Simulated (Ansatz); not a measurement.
# LuAs (Fm-3m): phonon-mediated transition temperature

Aim: the phonon-mediated transition temperature of LuAs (Fm-3m) at ambient pressure, over a range of μ*. The cell shown first is a relaxed one, from steps not shown here.

Method: DFT PBEsol, scalar-relativistic, plane waves, PAW; PAW set soft_1, in Ansatz 0.2.0.

Most raw output is cut from this account.

## (1) The cell after earlier relaxation steps

Symmetry: Fm-3m, No. 225, cubic system. The conventional cell has a = 5.609 Å, b = 5.609 Å, c = 5.609 Å, α = 90.00°, β = 90.00°, γ = 90.00°. Lu has 6 As at 2.80 Å nearest. Nearest to As lie 6 Lu at 2.80 Å. Farther neighbours are not listed.

## (2) Resistivity: q 4×4×4, k 12×12×12, scattering 16×16×16

The run that gives the couplings also evaluates McMillan's and Allen and Dynes's formulas and, where asked, the Eliashberg equations, over a range of μ*.

input.yaml reads:

```yaml
crystal:
  lattice:
    - [0.0, 2.8046697234, 2.8046697234]
    - [2.8046697234, 0.0, 2.8046697234]
    - [2.8046697234, 2.8046697234, 0.0]
  atoms:
    - { symbol: Lu, position: [0.5, 0.5, 0.5] }
    - { symbol: As, position: [0.0, 0.0, 0.0] }
kpoints:
  mp_grid: { grid: [12, 12, 12] }
hamiltonian:
  xc: pbesol
  pseudopotentials: { kind: paw, azcp: { folder: soft_1 }, xc_functional: pbe }
scf:
  occupations: { method: methfessel_paxton, width: 0.2 }
output:
  eigenvalues: true
phonons:
  method: dfpt
  qmesh: [4, 4, 4]
  temperatures: { t_max: 1000, t_step: 50 }
  qpath:
    path:
      - [[0.0, 0.0, 0.0], [0.5, 0.0, 0.5], [0.625, 0.25, 0.625]]
      - [[0.375, 0.375, 0.75], [0.0, 0.0, 0.0], [0.5, 0.5, 0.5], [0.5, 0.25, 0.75], [0.5, 0.0, 0.5]]
    npoints: 6
  electrical_resistivity:
    mesh: [16, 16, 16]
    temperatures: [20.0, 50.0, 80.0, 100.0, 150.0, 200.0, 273.0, 300.0, 400.0, 500.0, 600.0, 800.0]
  superconductivity: { mesh: [16, 16, 16] }
```

On the command line:

```console
ansatz run input.yaml --threads 16 --pin off --max-ram 92160MiB --backend cuda --events-out ev --progress --plain --runs-dir out --max-vram 78GiB
```

It took 27 s on 1 × NVIDIA GB200 with 16 threads of Arm Neoverse V2, shared host; peak memory 5.6 GiB; 2.9 min of CPU time.

This step gave:

```
volume per atom                                                                : 22.06 Å³/atom
metallic on mesh                                                               : yes
gap on the k-mesh                                                              : 0 eV
zero-point energy                                                              : 0.05161 eV/cell
share of imaginary modes in the plain interpolation between solved wavevectors : 0
highest frequency, solved or plainly interpolated                              : 209.4 cm⁻¹
Debye temperature (second moment)                                              : 274 K
resistivity at 300 K                                                           : 17.34 μΩ cm
coupling constant λ                                                            : 0.1182
density of states at the Fermi level                                           : 0.1182 states/eV a spin and cell
log mean phonon energy ħω_log                                                  : 18.11 meV
transport coupling constant λ_tr                                               : 0.1275, 0.1275, 0.1275 (xx, yy, zz)
Drude plasma energy                                                            : 2.879, 2.879, 2.879 eV (xx, yy, zz)
resistivity times mean free path                                               : 46.81, 46.81, 46.81 × 10⁻¹⁶ Ω m² (xx, yy, zz)
second-moment phonon energy ħω₂                                                : 20.56 meV
coupling λ by branch                                                           : 0.00711, 0.00678, 0.0115, 0.0443, 0.024, 0.0245 (branches by rank of frequency)
```

An empty cell: under 1 mK by a formula, or no transition down to the floor of the Eliashberg search. Transition temperatures:

```
  μ*  McMillan Tc (K)  Allen–Dynes Tc (K)
0.08                -                   -
 0.1                -                   -
0.12                -                   -
0.13                -                   -
0.14                -                   -
0.16                -                   -
 0.2                -                   -
```

## (3) Electron–phonon run: q 4×4×4, k 16×16×16, scattering 24×24×24

The next rung changes the k mesh of the density and its response; the scattering mesh, which samples the Fermi surface.

input.yaml: that of step 2 with these lines changed.

```diff
@@ -9,3 +9,3 @@
 kpoints:
-  mp_grid: { grid: [12, 12, 12] }
+  mp_grid: { grid: [16, 16, 16] }
 hamiltonian:
@@ -27,4 +27,4 @@
   electrical_resistivity:
-    mesh: [16, 16, 16]
+    mesh: [24, 24, 24]
     temperatures: [20.0, 50.0, 80.0, 100.0, 150.0, 200.0, 273.0, 300.0, 400.0, 500.0, 600.0, 800.0]
-  superconductivity: { mesh: [16, 16, 16] }
+  superconductivity: { mesh: [24, 24, 24] }
```

It took 35 s on 1 × NVIDIA GB200 with 16 threads; peak memory 5.3 GiB.

Numbers from this step:

```
zero-point energy                                 : 0.05158 eV/cell
highest frequency, solved or plainly interpolated : 209.3 cm⁻¹
resistivity at 300 K                              : 16.82 μΩ cm
coupling constant λ                               : 0.1191
density of states at the Fermi level              : 0.1186 states/eV a spin and cell
log mean phonon energy ħω_log                     : 17.96 meV
transport coupling constant λ_tr                  : 0.1279, 0.1279, 0.1279 (xx, yy, zz)
Drude plasma energy                               : 2.925, 2.925, 2.925 eV (xx, yy, zz)
resistivity times mean free path                  : 45.63, 45.63, 45.63 × 10⁻¹⁶ Ω m² (xx, yy, zz)
second-moment phonon energy ħω₂                   : 20.50 meV
coupling λ by branch                              : 0.00733, 0.00725, 0.0114, 0.0451, 0.024, 0.0239 (branches by rank of frequency)
```

An empty cell: under 1 mK by a formula, or no transition down to the floor of the Eliashberg search. Transition temperatures:

```csv
μ*,McMillan Tc (K),Allen–Dynes Tc (K)
0.08,-,-
0.1,-,-
0.12,-,-
0.13,-,-
0.14,-,-
0.16,-,-
0.2,-,-
```

Between step 2 and this run (k-mesh 16×16×16 and scattering mesh 24×24×24) the value for the log mean phonon energy ħω_log moves from 18.1 meV to 18.0 meV.

## (4) Resistivity: q 6×6×6, k 18×18×18, scattering 32×32×32

The next rung changes the q mesh, which sets the reach of the force constants and couplings; the k mesh of the density and its response; the scattering mesh, which samples the Fermi surface.

input.yaml, the sections that differ from step 3:

```yaml
kpoints:
  mp_grid: { grid: [18, 18, 18] }
phonons:
  method: dfpt
  qmesh: [6, 6, 6]
  temperatures: { t_max: 1000, t_step: 50 }
  qpath:
    path:
      - [[0.0, 0.0, 0.0], [0.5, 0.0, 0.5], [0.625, 0.25, 0.625]]
      - [[0.375, 0.375, 0.75], [0.0, 0.0, 0.0], [0.5, 0.5, 0.5], [0.5, 0.25, 0.75], [0.5, 0.0, 0.5]]
    npoints: 6
  electrical_resistivity:
    mesh: [32, 32, 32]
    temperatures: [20.0, 50.0, 80.0, 100.0, 150.0, 200.0, 273.0, 300.0, 400.0, 500.0, 600.0, 800.0]
  superconductivity: { mesh: [32, 32, 32] }
# crystal, hamiltonian, scf, output: as in step 3
```

It took 2.1 min on 1 × NVIDIA GB200 with 16 threads; peak memory 14 GiB.

This step gave:

```
zero-point energy                                 : 0.05161 eV/cell
highest frequency, solved or plainly interpolated : 206.8 cm⁻¹
resistivity at 300 K                              : 16.93 μΩ cm
coupling constant λ                               : 0.1189
density of states at the Fermi level              : 0.1179 states/eV a spin and cell
log mean phonon energy ħω_log                     : 18.25 meV
transport coupling constant λ_tr                  : 0.1284, 0.1284, 0.1284 (xx, yy, zz)
resistivity times mean free path                  : 45.64, 45.64, 45.64 × 10⁻¹⁶ Ω m² (xx, yy, zz)
second-moment phonon energy ħω₂                   : 20.59 meV
coupling λ by branch                              : 0.00699, 0.00682, 0.0108, 0.0457, 0.0233, 0.0253 (branches by rank of frequency)
```

An empty cell: under 1 mK by a formula, or no transition down to the floor of the Eliashberg search. Transition temperatures:

```
  μ*  McMillan Tc (K)  Allen–Dynes Tc (K)
0.08                -                   -
 0.1                -                   -
0.12                -                   -
0.13                -                   -
0.14                -                   -
0.16                -                   -
 0.2                -                   -
```

Eliashberg function α²F against phonon energy; read off at these points:

| phonon energy (meV) | α²F | α²F tr |
| --- | --- | --- |
| 0.50 | 0 | 0 |
| 1.00 | 1.5e-4 | 0 |
| 1.50 | 4.0e-4 | 9.8e-5 |
| 2.00 | 7.5e-4 | 2.0e-4 |
| 2.50 | 0.00109 | 4.0e-4 |
| 3.00 | 0.00139 | 7.9e-4 |
| 3.50 | 0.00170 | 0.00139 |
| 4.00 | 0.00204 | 0.00199 |
| 4.50 | 0.00239 | 0.00249 |
| 5.00 | 0.00293 | 0.00317 |
| 5.50 | 0.00377 | 0.00426 |
| 6.00 | 0.00471 | 0.00575 |
| 6.50 | 0.00567 | 0.00743 |
| 7.00 | 0.00652 | 0.00910 |
| 7.50 | 0.00699 | 0.00998 |
| 8.00 | 0.00734 | 0.0104 |
| 8.50 | 0.00849 | 0.0120 |
| 9.00 | 0.0198 | 0.0262 |
| 9.50 | 0.0196 | 0.0231 |
| 10.00 | 0.018 | 0.0214 |
| 10.50 | 0.0146 | 0.0170 |
| 11.00 | 0.0174 | 0.0209 |
| 11.50 | 0.00961 | 0.0115 |
| 12.00 | 0.00797 | 0.00877 |
| 12.50 | 0.00813 | 0.0081 |
| 13.00 | 0.00896 | 0.0084 |
| 13.50 | 0.00956 | 0.00884 |
| 14.00 | 0.0118 | 0.0108 |
| 14.50 | 0.0111 | 0.00963 |
| 15.00 | 0.00399 | 0.00474 |
| 15.50 | 0.00221 | 0.00296 |
| 16.00 | 0.00129 | 0.00154 |
| 16.50 | 9.6e-5 | 9.6e-5 |
| 17.00 | 0 | 0 |
| 17.50 | 0 | 0 |
| 18.00 | 0 | 0 |
| 18.50 | 0 | 0 |
| 19.00 | 0 | 0 |
| 19.50 | 0 | 0 |
| 20.00 | 0 | 0 |
| 20.50 | 0 | 0 |
| 21.00 | 0 | 0 |
| 21.50 | 0.102 | 0.159 |
| 22.00 | 0.865 | 0.802 |
| 22.16 | 0.867 | 0.804 |
| 22.50 | 0.553 | 0.572 |
| 23.00 | 0.211 | 0.219 |
| 23.50 | 0.160 | 0.180 |
| 24.00 | 0.190 | 0.215 |
| 24.50 | 0.0951 | 0.128 |
| 25.00 | 0.01000 | 0.0160 |
| 25.50 | 1.8e-4 | 2.9e-4 |

The Eliashberg function α²F by phonon energy; read off at these points:

```csv
phonon energy (meV),α²F,Lu,As
0.50,0,0,0
1.00,1.5e-4,4.8e-5,4.8e-5
1.50,4.0e-4,3.0e-4,1.0e-4
2.00,7.5e-4,5.0e-4,2.0e-4
2.50,0.00109,7.0e-4,3.0e-4
3.00,0.00139,9.5e-4,4.0e-4
3.50,0.00170,0.00120,5.0e-4
4.00,0.00204,0.00144,6.0e-4
4.50,0.00239,0.00179,6.0e-4
5.00,0.00293,0.00219,7.4e-4
5.50,0.00377,0.00278,9.9e-4
6.00,0.00471,0.00352,0.00114
6.50,0.00567,0.00436,0.00139
7.00,0.00652,0.00498,0.00154
7.50,0.00699,0.00539,0.0016
8.00,0.00734,0.00568,0.00164
8.50,0.00849,0.00661,0.00188
9.00,0.0198,0.0158,0.00404
9.50,0.0196,0.0159,0.00377
10.00,0.018,0.0147,0.00326
10.50,0.0146,0.0121,0.00246
11.00,0.0174,0.0147,0.00273
11.50,0.00961,0.00825,0.00135
12.00,0.00797,0.00687,0.0011
12.50,0.00813,0.00705,0.0011
13.00,0.00896,0.00789,0.001
13.50,0.00956,0.00864,9.0e-4
14.00,0.0118,0.0111,6.7e-4
14.50,0.0111,0.0106,4.4e-4
15.00,0.00399,0.00372,2.0e-4
15.50,0.00221,0.00211,1.0e-4
16.00,0.00129,0.00119,0
16.50,9.6e-5,9.6e-5,0
17.00,0,0,0
17.50,0,0,0
18.00,0,0,0
18.50,0,0,0
19.00,0,0,0
19.50,0,0,0
20.00,0,0,0
20.50,0,0,0
21.00,0,0,0
21.50,0.102,0.0221,0.0796
22.00,0.865,0.169,0.696
22.16,0.867,0.175,0.691
22.50,0.553,0.116,0.436
23.00,0.211,0.0431,0.168
23.50,0.160,0.0293,0.131
24.00,0.190,0.0318,0.158
24.50,0.0951,0.0177,0.0773
25.00,0.01000,0.00216,0.00784
25.50,1.8e-4,3.7e-5,1.5e-4
```

The coupling constant from the curve is λ = 0.12; modes below 22.4 meV give half. The Eliashberg function α²F (α²F) has its highest peak at 22.2 meV.

## (5) What came out

| Item | Value |
| --- | --- |
| meshes | q 6×6×6, k 18×18×18, scattering 32×32×32 |
| coupling constant λ | 0.119 |
| log mean phonon energy ħω_log | 18.2 meV |

In the last run (PBEsol, q 6×6×6, k 18×18×18, scattering 32×32×32), with λ = 0.12 and ħω_log = 18.2 meV, Tc at μ* = 0.13 is under 1 mK by the formulas. In that run Allen and Dynes's formula gives no transition above 0.05 K at μ* = 0.10 or more. The run's transport test calls it not converged in the mesh; ρ(300 K) moves by 3 % in the component that moves most. Over the runs, λ takes the values 0.118, 0.119 and 0.119, in the order shown. μ* is a typed number, phonons are harmonic, and spin fluctuations are left out; with λ this near or under μ*(1 + 0.62 λ), the formulas give Tc only to its order of magnitude, or none.

[Logs are printed without paths, hosts, clocks, repeated set-up lines and the standing remarks that a program may print on its own settings, such as how far it seeks lower states.]

[Hosts, paths, dates, database ids (printed as entryN), source tags and the programs' standing remarks are cut or masked in the printed files.]
